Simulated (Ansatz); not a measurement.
# CrCoO2: relaxing a made-up structure

Starting from a made-up structure for CrCoO2, the aim is the relaxed cell, its shortest contacts and, where a second run follows, its electronic structure.

Program: Ansatz 0.2.0. Level of theory: DFT, PBEsol, plane-wave PAW, files of the set soft_1, scalar-relativistic, ferromagnetic start, cell and ions relaxed at zero pressure; PAW set soft_1. Results are calculated unless marked as measured.

## 1. The structure

Symmetry: R-3m, No. 166, trigonal system. Conventional cell: a = 2.822 Å, b = 2.822 Å, c = 17.627 Å, α = 90.00°, β = 90.00°, γ = 120.00°. Nearest to Co lie 2 O at 1.95 Å. Cr has 6 O at 1.90 Å nearest. O has 3 Cr at 1.90 Å and 1 Co at 1.95 Å nearest. Farther neighbours and most contacts between anions are not listed.

## 2. Relaxation of the guess

The guess takes its coordinates from another compound and its volume from a rule, so the cell and any free coordinates are relaxed together.

input.yaml

```yaml
crystal:
  lattice:
    - [1.411, 0.81464123, 5.875666667]
    - [-1.411, 0.81464123, 5.875666667]
    - [0.0, -1.62928246, 5.875666667]
  atoms:
    - { symbol: Co, position: [0.0, 0.0, 0.0], spin: 2.0 }
    - { symbol: Cr, position: [0.5, 0.5, 0.5], spin: 3.0 }
    - { symbol: O, position: [0.8892, 0.8892, 0.8892] }
    - { symbol: O, position: [0.1108, 0.1108, 0.1108] }
magnetization:
  spin_polarized: true
kpoints:
  mp_grid: { grid: [11, 11, 11] }
scf:
  occupations: { method: fermi_dirac, width: 0.05 }
hamiltonian:
  xc: pbesol
  pseudopotentials: { kind: paw, azcp: { folder: soft_1 }, xc_functional: pbe }
relax:
  f_tol: 0.015
  max_steps: 70
  cell: {}
output:
  forces: true
  stress: true
```

Command:

```sh
> ansatz run input.yaml --threads 4 --pin off --max-ram 8192MiB --backend cpu --events-out ev --progress --plain --runs-dir out
```

Numbers of over 12 decimals in the logs are rounded to 6 here.

The log of the run:

```text
basis.fft_grid_basis auto: the FFT boxes are laid along the combinations [[1, 0, -1], [0, 1, -1], [0, 0, 1]] of the cell's own vectors, 2.822, 2.822 and 6.097 Å long. The dense box has 20×20×45 points. Along the cell's own vectors, as sized, it would have 45×45×45, 5.06 times as many. Of the 12 symmetry operations that the crystal satisfies within crystal.symmetry.tolerance (time reversal apart; of a slab, those that [...]
Engine: ansatz 0.2.0, x86_64-unknown-linux-gnu
Pseudopotentials: kind: paw
Pseudopotential: Co, paw, valence charge 17, recommended cutoff 420 eV (normal), soft_1/Co.paw.azcp
Pseudopotential: Cr, paw, valence charge 14, recommended cutoff 420 eV (normal), soft_1/Cr.paw.azcp
Pseudopotential: O, paw, valence charge 6, recommended cutoff 420 eV (normal), soft_1/O.paw.azcp
Functional definition: PBEsol
  exchange = pbesol_x
  correlation = pbesol_c
Crystal: 4 atoms, lattice volume = 40.523 Å³
Basis set: ecut = 420 eV, 793 PW (Γ), FFT grids on a1−a3, a2−a3, a3, exchange–correlation on 40×40×90 points (8 copies of the dense FFT grid, shifted against one another)
Bands: 29, of which v1, the nominal top of the filled ones, is band 22 counted from 1 (21 counted from 0)
Symmetry: 12 space group operations
Space group: R-3m (ITA 166), of the structure as read, at distance tolerance 3.4e-5 Å
Magnetic group: BNS 166.97 (UNI 1327), of the structure as read, at distance tolerance 3.4e-5 Å
k-points: 146 of 1331
Non-local potential: Co, projectors of the file, l = 0: 3, l = 1: 2, l = 2: 3, l = 3: 1
Non-local potential: Cr, projectors of the file, l = 0: 3, l = 1: 2, l = 2: 3, l = 3: 1
Non-local potential: O, projectors of the file, l = 0: 2, l = 1: 2, l = 2: 1
PAW form: soft (Blöchl's): semilocal exchange-correlation on the pseudo side does not see the compensation charge
PAW frozen core: Co, regenerated for the run's functional, and the local potential with it (the file was generated under x = pbe(κ = 0.804, μ = 0.219515), c = pbe(β = 0.066725))
PAW frozen core: Cr, regenerated for the run's functional, and the local potential with it (the file was generated under x = pbe(κ = 0.804, μ = 0.219515), c = pbe(β = 0.066725))
PAW frozen core: O, regenerated for the run's functional, and the local potential with it (the file was generated under x = pbe(κ = 0.804, μ = 0.219515), c = pbe(β = 0.066725))
PAW one-centre angular grid: Co, 590 points (default); XC on 64 Gauss nodes
PAW one-centre angular grid: Cr, 590 points (default); XC on 64 Gauss nodes
PAW one-centre angular grid: O, 110 points (default); XC on 64 Gauss nodes
Initial density: superposition of atomic densities (chi_scale 0.1, normalization cell, long waves kept (reshape's long-wave potential 0.49 eV rms))
Starting moments: Σ|m| = 5 μB on 2 of 4 sites
Initial wavefunctions: pseudopotential atomic-orbital guess
Functional: x = pbesol(κ = 0.804, μ = 0.123457), c = pbesol(β = 0.046)
SCF iter   1: F=—  HF=-9563.252523 eV  |F-HF|=—  |Δ(HF+E_count)|=         —  Δρ=1.29e-1 (↑1.10e-1 ↓1.29e-1)  dr2=3.19e1  dr2_m=7.84e-1  M=3.138 μB ∫|m|=3.655 μB  β_m=0.30  ethr=3.10e-3  ⟨swp⟩=5.6  Hψ=29450  notcnv=0
Mixer restart at iter 1: flushing history
preconditioner: auto → Kerker (q_TF=auto, 2.755 Å⁻¹)  [metal: Δε(μ)=0.002 eV  Ē_g=10.183 eV  σ=0.050 eV  W_gap=0.01  n_scr=16 (ndim 8)  ℏωp=30.3 eV  f_vac=0.000  D(μ)=6.29/eV (n_scr^D=98)]
spin=Collinear: Kerker preconditioning applied to the charge; magnetization (m = ρ↑ − ρ↓) channel mixes plain (no charge-response kernel on spin).
SCF iter   2: F=—  HF=-9564.343895 eV  |F-HF|=—  |Δ(HF+E_count)|=    1.09e0  Δρ=5.28e-2 (↑4.47e-2 ↓5.28e-2)  dr2=1.00e1  dr2_m=1.94e-1  M=3.515 μB ∫|m|=3.860 μB  β_m=0.39  ethr=3.10e-3  ⟨swp⟩=2.9  Hψ=19394  notcnv=0  defer=266
SCF iter   3: F=—  HF=-9563.962963 eV  |F-HF|=—  |Δ(HF+E_count)|=   3.81e-1  Δρ=3.51e-2 (↑2.46e-2 ↓3.51e-2)  dr2=4.78e0  dr2_m=5.53e-2  M=3.620 μB ∫|m|=3.867 μB  β_m=0.46  ethr=3.10e-3  ⟨swp⟩=2.0  Hψ=12803  notcnv=0  defer=309
SCF iter   4: F=—  HF=-9562.966378 eV  |F-HF|=—  |Δ(HF+E_count)|=   9.97e-1  Δρ=3.20e-2 (↑3.20e-2 ↓2.05e-2)  dr2=5.22e-1  dr2_m=6.37e-2  M=3.923 μB ∫|m|=4.046 μB  β_m=0.73  ethr=3.10e-3  ⟨swp⟩=2.0  Hψ=13054  notcnv=0  defer=385
SCF iter   5: F=—  HF=-9563.415690 eV  |F-HF|=—  |Δ(HF+E_count)|=   4.49e-1  Δρ=1.90e-2 (↑1.90e-2 ↓1.84e-2)  dr2=2.89e-1  dr2_m=5.03e-2  M=4.173 μB ∫|m|=4.262 μB  β_m=0.85  ethr=1.21e-3  ⟨swp⟩=2.3  Hψ=14875  notcnv=0  defer=389
SCF iter   6: F=—  HF=-9563.543926 eV  |F-HF|=—  |Δ(HF+E_count)|=         —  Δρ=2.59e-2 (↑2.57e-2 ↓2.59e-2)  dr2=1.87e-2  dr2_m=2.41e-1  M=4.552 μB ∫|m|=4.652 μB  β_m=0.85  ethr=6.71e-4  ⟨swp⟩=2.5  Hψ=13821  notcnv=0  defer=387
Mixer restart at iter 6: flushing history
SCF iter   7: F=—  HF=-9563.529480 eV  |F-HF|=—  |Δ(HF+E_count)|=   1.44e-2  Δρ=8.55e-3 (↑8.55e-3 ↓4.13e-3)  dr2=9.20e-3  dr2_m=1.30e-2  M=4.535 μB ∫|m|=4.653 μB  β_m=0.92  ethr=4.34e-5  ⟨swp⟩=2.1  Hψ=15837  notcnv=0  defer=370
SCF iter   8: F=—  HF=-9563.535295 eV  |F-HF|=—  |Δ(HF+E_count)|=   5.81e-3  Δρ=1.01e-2 (↑4.84e-3 ↓1.01e-2)  dr2=4.99e-2  dr2_m=8.13e-3  M=4.626 μB ∫|m|=4.752 μB  β_m=0.67  ethr=2.14e-5  ⟨swp⟩=2.1  Hψ=16623  notcnv=0  defer=370  recentre
SCF iter   9: F=—  HF=-9563.528705 eV  |F-HF|=—  |Δ(HF+E_count)|=   6.59e-3  Δρ=1.13e-3 (↑1.13e-3 ↓5.65e-4)  dr2=5.89e-4  dr2_m=9.02e-5  M=4.567 μB ∫|m|=4.695 μB  β_m=0.68  ethr=2.14e-5  ⟨swp⟩=2.0  Hψ=18865  notcnv=0  defer=368
SCF iter  10: F=—  HF=-9563.528634 eV  |F-HF|=—  |Δ(HF+E_count)|=   7.13e-5  Δρ=5.01e-4 (↑2.05e-4 ↓5.01e-4)  dr2=1.73e-4  dr2_m=1.49e-5  M=4.576 μB ∫|m|=4.707 μB  β_m=0.82  ethr=1.37e-6  ⟨swp⟩=2.2  Hψ=13765  notcnv=0  defer=368
SCF iter  11: F=—  HF=-9563.528649 eV  |F-HF|=—  |Δ(HF+E_count)|=   1.49e-5  Δρ=2.27e-4 (↑1.67e-4 ↓2.27e-4)  dr2=4.81e-5  dr2_m=6.96e-7  M=4.575 μB ∫|m|=4.707 μB  β_m=0.75  ethr=4.02e-7  ⟨swp⟩=1.6  Hψ=10135  notcnv=0  defer=368
SCF iter  12: F=—  HF=-9563.528565 eV  |F-HF|=—  |Δ(HF+E_count)|=   8.43e-5  Δρ=1.04e-4 (↑3.40e-5 ↓1.04e-4)  dr2=4.02e-6  dr2_m=1.07e-6  M=4.573 μB ∫|m|=4.706 μB  β_m=0.82  ethr=1.12e-7  ⟨swp⟩=2.7  Hψ=13668  notcnv=0  defer=368
SCF iter  13: F=—  HF=-9566.726768 eV  |F-HF|=—  |Δ(HF+E_count)|=         —  Δρ=2.79e-1 (↑2.79e-1 ↓2.75e-1)  dr2=5.43e-3  dr2_m=2.84e1  M=1.000 μB ∫|m|=4.410 μB  β_m=1.00  ethr=9.35e-9  ⟨swp⟩=1.0  Hψ=8475  notcnv=0  defer=368
Mixer restart at iter 13: flushing history
SCF iter  14: F=—  HF=-9563.649142 eV  |F-HF|=—  |Δ(HF+E_count)|=    3.08e0  Δρ=2.46e-2 (↑2.97e-3 ↓2.46e-2)  dr2=1.73e-1  dr2_m=6.22e-2  M=1.000 μB ∫|m|=4.526 μB  β_m=0.82  ethr=1.16e-4  ⟨swp⟩=3.5  Hψ=19982  notcnv=0  defer=368
[...]
SCF iter   1: F=—  HF=-9563.872254 eV  |F-HF|=—  |Δ(HF+E_count)|=         —  Δρ=1.38e-4 (↑1.38e-4 ↓8.04e-5)  dr2=4.24e-7  dr2_m=3.50e-7  M=1.000 μB ∫|m|=4.837 μB  β_m=0.65  ethr=3.55e-8  ⟨swp⟩=3.1  Hψ=52443  notcnv=0
preconditioner: auto → none  [metal: Δε(μ)=0.001 eV  Ē_g=10.277 eV  σ=0.050 eV  W_gap=0.01  n_scr=4 (ndim 8)  ℏωp=30.0 eV  f_vac=0.000  D(μ)=3.32/eV (n_scr^D=36)]
SCF iter   2: F=—  HF=-9563.872305 eV  |F-HF|=—  |Δ(HF+E_count)|=   5.07e-5  Δρ=4.84e-5 (↑4.84e-5 ↓2.88e-5)  dr2=8.71e-8  dr2_m=4.34e-8  M=1.000 μB ∫|m|=4.837 μB  β_m=0.62  ethr=9.87e-10  ⟨swp⟩=2.6  Hψ=13269  notcnv=0
SCF iter   3: F=—  HF=-9565.646912 eV  |F-HF|=—  |Δ(HF+E_count)|=         —  Δρ=2.22e-1 (↑2.14e-1 ↓2.22e-1)  dr2=2.98e-2  dr2_m=1.81e1  M=3.892 μB ∫|m|=3.920 μB  β_m=1.00  ethr=2.03e-10  ⟨swp⟩=2.0  Hψ=14773  notcnv=0
Mixer restart at iter 3: flushing history
SCF iter   4: F=—  HF=-9563.808246 eV  |F-HF|=—  |Δ(HF+E_count)|=    1.84e0  Δρ=5.58e-2 (↑5.58e-2 ↓2.76e-2)  dr2=2.45e-1  dr2_m=6.51e-1  M=4.292 μB ∫|m|=4.329 μB  β_m=0.62  ethr=1.16e-4  ⟨swp⟩=3.2  Hψ=18098  notcnv=0  defer=3
SCF iter   5: F=—  HF=-9563.816237 eV  |F-HF|=—  |Δ(HF+E_count)|=   7.99e-3  Δρ=2.63e-2 (↑1.57e-2 ↓2.63e-2)  dr2=5.75e-1  dr2_m=1.61e-2  M=4.193 μB ∫|m|=4.246 μB  β_m=0.56  ethr=1.16e-4  ⟨swp⟩=3.2  Hψ=21471  notcnv=0  defer=397
SCF iter   6: F=—  HF=-9563.798539 eV  |F-HF|=—  |Δ(HF+E_count)|=   1.77e-2  Δρ=3.76e-2 (↑3.76e-2 ↓1.23e-2)  dr2=3.34e-1  dr2_m=2.15e-1  M=4.356 μB ∫|m|=4.416 μB  β_m=0.44  ethr=1.16e-4  ⟨swp⟩=3.1  Hψ=21576  notcnv=0  defer=377
SCF iter   7: F=—  HF=-9563.725453 eV  |F-HF|=—  |Δ(HF+E_count)|=   7.31e-2  Δρ=1.64e-2 (↑1.64e-2 ↓1.15e-2)  dr2=1.83e-2  dr2_m=7.09e-2  M=4.490 μB ∫|m|=4.557 μB  β_m=0.42  ethr=1.16e-4  ⟨swp⟩=2.8  Hψ=19034  notcnv=0  defer=392
SCF iter   8: F=—  HF=-9563.716454 eV  |F-HF|=—  |Δ(HF+E_count)|=   9.00e-3  Δρ=2.33e-3 (↑2.04e-3 ↓2.33e-3)  dr2=8.46e-4  dr2_m=1.59e-3  M=4.544 μB ∫|m|=4.629 μB  β_m=0.71  ethr=4.26e-5  ⟨swp⟩=2.0  Hψ=15044  notcnv=0  defer=387
SCF iter   9: F=—  HF=-9563.717839 eV  |F-HF|=—  |Δ(HF+E_count)|=         —  Δρ=9.95e-4 (↑4.91e-4 ↓9.95e-4)  dr2=3.21e-4  dr2_m=1.36e-4  M=4.576 μB ∫|m|=4.665 μB  ethr=1.97e-6  ⟨swp⟩=2.1  Hψ=12136  notcnv=0  defer=387
Mixer restart at iter 9: flushing history
SCF iter  10: F=—  HF=-9563.872312 eV  |F-HF|=—  |Δ(HF+E_count)|=         —  Δρ=1.46e-5 (↑1.46e-5 ↓9.68e-6)  dr2=1.40e-7  dr2_m=4.12e-9  M=1.000 μB ∫|m|=4.838 μB  β_m=0.71  ethr=2.03e-10  ⟨swp⟩=4.0  Hψ=22937  notcnv=0
SCF iter  11: F=—  HF=-9563.872312 eV  |F-HF|=—  |Δ(HF+E_count)|=   1.93e-7  Δρ=1.94e-5 (↑1.94e-5 ↓1.53e-5)  dr2=4.18e-7  dr2_m=5.79e-9  M=1.000 μB ∫|m|=4.837 μB  β_m=0.49  ethr=2.03e-10  ⟨swp⟩=2.0  Hψ=17283  notcnv=0  recentre
SCF iter  12: F=—  HF=-9563.872312 eV  |F-HF|=—  |Δ(HF+E_count)|=   8.25e-8  Δρ=3.44e-6 (↑3.44e-6 ↓2.21e-6)  dr2=3.48e-9  dr2_m=5.44e-10  M=1.000 μB ∫|m|=4.837 μB  β_m=0.42  ethr=2.03e-10  ⟨swp⟩=2.0  Hψ=14949  notcnv=0
SCF iter  13: F=—  HF=-9563.872311 eV  |F-HF|=—  |Δ(HF+E_count)|=   4.35e-7  Δρ=2.29e-6 (↑2.29e-6 ↓1.45e-6)  dr2=8.75e-10  dr2_m=1.49e-10  M=1.000 μB ∫|m|=4.837 μB  β_m=0.71  ethr=8.09e-12  ⟨swp⟩=2.0  Hψ=11724  notcnv=0
SCF iter  14: F=—  HF=-9563.872311 eV  |F-HF|=—  |Δ(HF+E_count)|=   1.57e-8  Δρ=7.79e-7 (↑7.79e-7 ↓3.48e-7)  dr2=5.90e-10  dr2_m=8.02e-11  M=1.000 μB ∫|m|=4.837 μB  β_m=0.61  ethr=2.03e-12  ⟨swp⟩=2.1  Hψ=14566  notcnv=0
SCF iter  15: F=—  HF=-9563.872311 eV  |F-HF|=—  |Δ(HF+E_count)|=  8.00e-11  Δρ=4.38e-7 (↑4.38e-7 ↓2.89e-7)  dr2=1.45e-10  dr2_m=5.04e-12  M=1.000 μB ∫|m|=4.837 μB  β_m=0.54  ethr=1.37e-12  ⟨swp⟩=2.2  Hψ=11753  notcnv=0
SCF iter  16: F=—  HF=-9563.872311 eV  |F-HF|=—  |Δ(HF+E_count)|=  2.36e-11  Δρ=2.90e-7 (↑2.90e-7 ↓8.80e-8)  dr2=3.61e-11  dr2_m=5.94e-12  M=1.000 μB ∫|m|=4.837 μB  β_m=0.77  ethr=1.00e-12  ⟨swp⟩=1.9  Hψ=8878  notcnv=0
SCF iter  17: F=—  HF=-9563.872311 eV  |F-HF|=—  |Δ(HF+E_count)|=  6.18e-11  Δρ=7.04e-8 (↑7.04e-8 ↓3.14e-8)  dr2=2.59e-12  dr2_m=3.88e-13  M=1.000 μB ∫|m|=4.837 μB  β_m=0.82  ethr=1.00e-12  ⟨swp⟩=1.2  Hψ=8542  notcnv=0
SCF iter  18: F=—  HF=-9563.872311 eV  |F-HF|=—  |Δ(HF+E_count)|=  9.09e-12  Δρ=4.83e-8 (↑4.83e-8 ↓8.07e-9)  dr2=1.17e-12  dr2_m=2.00e-13  M=1.000 μB ∫|m|=4.837 μB  β_m=0.76  ethr=1.00e-12  ⟨swp⟩=1.0  Hψ=8468  notcnv=0
SCF iter  19: F=-9563.872311 eV  HF=-9563.872311 eV  |F-HF|=9.09e-12  |Δ(HF+E_count)|=  1.82e-12  Δρ=1.19e-7 (↑1.19e-7 ↓2.83e-8)  dr2=1.28e-11  dr2_m=8.50e-13  M=1.000 μB ∫|m|=4.837 μB  ethr=1.00e-12  ⟨swp⟩=2.0  Hψ=19970  notcnv=0
the starting moments were not kept: 1 of 2 ended reversed and 1 kept their direction, counting a site from 0.1 μB. The largest reversed, site 0 (counted from 0, in the order of the report's site_moments_mub), started with +2.0 μB and closes at -1.7e0 μB in its sphere.
SCF 9 converged in 19 iterations: F = -9563.872311 eV  dr2 = 1.28e-11
relax step   9: F+E_penalty+E_count = -9563.87231137 eV  Δ(F+E_penalty+E_count) = -1.666e-4 eV  max|allowed force component| = 2.433e-3 eV/Å  Δτ_max = 0.0000 Å  P = +0.011 GPa  Ω = 41.389 Å³  stress off target by 1.39e-2 GPa  SCF on the basis re-selected at this cell (its energy is not comparable with the rows above)  (19 SCF iters)
basis re-selected at this cell: Δ(F+E_penalty+E_count) = -1.666e-4 eV, ΔP = +0.002 GPa vs the last step (what re-selecting the basis moved, of the pressure what is left beyond the Pulay correction that the steps carried, after the strain that the cell walked since its last selection, with what the two solves' SCF thresholds leave and, on support functions, any second-order correction that the steps lacked; it is no m [...]
SCF converged after 19 iterations
Magnetization: 1.0001 μB (22.0000 up, 21.0000 down)
Absolute magnetization: 4.8404 μB (∫|ρ↑−ρ↓|, with the PAW one-centre terms)
Spin contamination: 1.7965 ħ² per cell (⟨S²⟩ above its minimum at these occupations)
Per-site moments (μB) at R_I (Å): [(-1.680622, 0.755332), (2.294377, 0.808547), (-0.030366, 0.755332), (-0.030366, 0.755332)]
Free energy (F): -9563.872311 eV
Harris-Foulkes:  -9563.872311 eV  (|F-HF|=9.09e-12)
Internal energy: -9563.844420 eV  (E = F + TS)
E sigma→0 (E₀):  -9563.858365 eV
Entropy (-TS):   -0.027892 eV (-6.973 meV/atom)
Fermi energy:    13.105773 eV
--- Per-component energies (eV) ---
  E_band       = -545.801667
  E_kinetic    = 927.311937
  E_local      = -5212.156313  (includes V_loc(G=0)·N_el)
  E_nonlocal   = 594.175339
  E_hartree    = 2251.492211
  E_xc         = -344.604932
  E_vxc        = -442.303752  (∫ρ·V_xc dr)
  E_paw        = -3048.242770  (= ΣΔE_a)
  E_vpaw       = -915.815941  (= ΣTr[D̂ρ^β])
  E_aug_tail   = 0.002564  (compensation charges beyond the density's cutoff)
  E_ewald      = -4732.241452
  E_core_change = 0.418995  (= ΣΔE_core)
  E_smearing   = -0.027892  (= −TS)
  E_closure    = -0.000000  (closes the sum)
  Σ components = -9563.872311   (vs F -9563.872311, Δ=0.00e0)
--- Forces (eV/Å), atoms counted from 1 ---
  atom   1  Co    -0.00000000     0.00000000     0.00000000
  atom   2  Cr     0.00000000    -0.00000000    -0.00000000
  atom   3  O     -0.00000000    -0.00000000     0.00243330
  atom   4  O      0.00000000     0.00000000    -0.00243330
  max |Σ_I F_I| component: 9.25e-18 eV/Å
--- Stress (GPa, compression-positive) ---
        0.013876       0.000000       0.000000
        0.000000       0.013876      -0.000000
        0.000000      -0.000000       0.006235
  P = ⅓ Tr σ = 0.0113 GPa (0.113 kbar)
--- Relaxed structure (7 steps of the walk, 7 accepted, 2 SCFs on fresh bases) ---
  F+E_penalty+E_count = -9563.87231137 eV   max|allowed force component| = 2.433e-3 eV/Å   (the final SCF, on the basis selected at the relaxed cell)
  cell:  # Å, volume = 41.3894 Å³
    - [1.445669, 0.834657, 5.716900]
    - [-1.445669, 0.834657, 5.716900]
    - [0, -1.669314, 5.716900]
  atoms:
    - { symbol: Co, position: [0, 0, 0] }
    - { symbol: Cr, position: [0.5, 0.5, 0.5] }
    - { symbol: O, position: [0.893234, 0.893234, 0.893234] }
    - { symbol: O, position: [0.106766, 0.106766, 0.106766] }
```

Run time: 51 s. Hardware: 4 threads of Intel Xeon Platinum 8488C (Sapphire Rapids), shared host; peak memory 0.77 GiB.

Step by step:

| step | energy less that of the first step (eV) | largest force component (eV/Å) | pressure (GPa) | volume (Å³) |
| --- | --- | --- | --- | --- |
| 1 | 0.0000 | 2.1124 | 5.93 | 40.52 |
| 2 | -0.1353 | 1.3742 | 2.24 | 40.92 |
| 3 | -0.2205 | 0.4072 | 5.16 | 40.43 |
| 4 | -0.2413 | 0.1083 | -0.45 | 41.38 |
| 5 | -0.2425 | 0.0123 | -0.02 | 41.32 |
| 6 | -0.2425 | 0.0010 | 0.00 | 41.33 |
| 7* | -0.2464 | 0.0002 | 0.15 | 41.33 |
| 8 | -0.2463 | 0.0023 | 0.01 | 41.39 |
| 9* | -0.2465 | 0.0024 | 0.01 | 41.39 |

Relaxation steps marked * repeat the geometry before them on a plane-wave basis chosen anew for their cell, so energy and pressure can jump there.

Forces are held to the 12 operations that the run works with; a distortion that breaks them can't arise in this run.

| conventional cell, symmetrised | before | after | change |
| --- | --- | --- | --- |
| a (Å) | 2.822 | 2.891 | +2.5 % |
| b (Å) | 2.822 | 2.891 | +2.5 % |
| c (Å) | 17.627 | 17.151 | -2.7 % |
| volume (Å³/atom) | 10.13 | 10.35 | +2.1 % |

The atoms that moved most (Å, as changes of fractional coordinates times the final cell):

| atom | dx | dy | dz | length |
| --- | --- | --- | --- | --- |
| O4 | 0.000 | 0.000 | -0.069 | 0.069 |
| O3 | 0.000 | 0.000 | 0.069 | 0.069 |

The relaxed structure:

```cif
data_structure
_symmetry_space_group_name_H-M 'P 1'
_symmetry_Int_Tables_number 1
_cell_length_a 5.9556
_cell_length_b 5.9556
_cell_length_c 5.9556
_cell_angle_alpha 28.097
_cell_angle_beta 28.097
_cell_angle_gamma 28.097
_cell_volume 41.39
loop_
_atom_site_label
_atom_site_type_symbol
_atom_site_fract_x
_atom_site_fract_y
_atom_site_fract_z
_atom_site_occupancy
Co1 Co 0.00000 0.00000 0.00000 1
Cr2 Cr 0.50000 0.50000 0.50000 1
O3 O 0.89323 0.89323 0.89323 1
O4 O 0.10677 0.10677 0.10677 1
```

Numbers from this step:

| Quantity | Value |
| --- | --- |
| free energy | -9563.8723 eV |
| energy at zero smearing | -9563.8584 eV |
| smearing term TS | 0.02789 eV |
| Fermi energy | 13.11 eV |
| magnetization | 1.000 μB |
| absolute magnetization | 4.840 μB |
| site moments | -1.681, 2.294, -0.03037, -0.03037 μB |
| electrons | 43 |
| symmetry operations | 12 |
| pressure | 0.01133 GPa |

Site moment by atom:

| atom | site moment (μB) |
| --- | --- |
| Co1 | -1.68 |
| Cr2 | 2.29 |
| O3 | -0.03 |
| O4 | -0.03 |

The shortest distance of each pair, which need not be the same contact before and after:

| pair | guess (Å) | relaxed (Å) |
| --- | --- | --- |
| Co–O | 1.953 | 1.831 |
| Cr–O | 1.904 | 1.960 |
| O–O | 2.556 | 2.647 |
| Co–Co | 2.822 | 2.891 |
| Cr–Cr | 2.822 | 2.891 |

The relaxation ends with a largest force component of 0.0024 eV/Å and a pressure of 0.01 GPa.

## 3. Summary of results

```
space group, relaxed : R-3m
conventional cell    : a = 2.891, b = 2.891, c = 17.151 Å; α = 90.0°, β = 90.0°, γ = 120.0°
volume per atom      : 10.35 Å³ (guess 10.13)
total moment         : 1.00 μB in the cell of 4 atoms
```

What this shows: CrCoO2 relaxes to R-3m with a = 2.891, b = 2.891 and c = 17.151 Å. The guessed volume was 2 % too small. The space group R-3m was held in the relaxation, so the end point is a stationary structure within it and may be a saddle against distortions or other arrangements. The input starts from parallel moments, and no other start was typed; the run left that order, and the end state is ferrimagnetic. Mesh and cutoff weren't tested. No dispersion term is used, so weakly bound directions may come out too long. Nothing here tests whether the compound is stable against decomposition.

[Logs are printed without paths, hosts, clocks, repeated set-up lines and the standing remarks that a program may print on its own settings, such as how far it seeks lower states.]

[Hosts, paths, dates, database ids (printed as entryN), source tags and the programs' standing remarks are cut or masked in the printed files.]
